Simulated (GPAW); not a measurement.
Entries from a set of simulations; values are calculated unless marked as measured.

```json
{"subject": "CsGeBr3 (Pm-3m): G0W0 with GPAW, start to end", "lattice_ang": [[5.5333, 0.0, 0.0], [0.0, 5.5333, 0.0], [0.0, 0.0, 5.5333]], "atoms": [["Cs", 0.0, 0.0, 0.0], ["Ge", 0.5, 0.5, 0.5], ["Br", 0.5, 0.5, 0.0], ["Br", 0.5, 0.0, 0.5], ["Br", 0.0, 0.5, 0.5]], "method": "DFT, LDA, plane waves, PAW (and 1 further level or step)", "program": "GPAW 26.7.0", "settings": "cutoff 450 eV, GPAW PAW setups 1.2.1 data release, 2×2×2 k-mesh, nbands 580", "cost": "3 runs, 77 s in all on 4 MPI ranks of Arm Neoverse V2, shared host", "notes": "The cell and positions are those that the Materials Project relaxed with its own functionals (PBE, PBE+U or r2SCAN), kept fixed. Limits: no spin-orbit coupling. The 2×2×2 mesh is coarse for this cell, which bears on the long-range parts of exchange and screening.", "results": {"lda_gap": "0.52 eV, direct", "g0w0_gap_on_the_mesh": "1.22 eV", "gw_settings": "2×2×2 mesh, 265 bands, screening to 78 eV, Godby-Needs plasmon pole", "known_limits": "short of the basis limit; no spin-orbit coupling; coarse k mesh"}}
```

[Long decimals in the printed logs are rounded to 6 places.]

[Logs are printed without paths, hosts, clocks, repeated set-up lines and the standing remarks that a program may print on its own settings, such as how far it seeks lower states.]

[Paths, hosts, dates, memory and timing lines, banners, echoed tables and standing remarks are left out of the program output; an Ansatz launch command may be rebuilt from the run's recorded settings. Measured values are a selection of at most five: reports struck by readers or far from the other reports are left out. None is set beside runs whose start may be inverted or whose files or cutoffs have a known fault.]

[Runs of the session that timed out or met a known fault of the program may be left out.]

[Hosts, paths, dates, database ids (printed as entryN), source tags and the programs' standing remarks are cut or masked in the printed files.]

[Where the starting crystal was built by hand or by swapping elements, it need not be the compound's stable phase.]
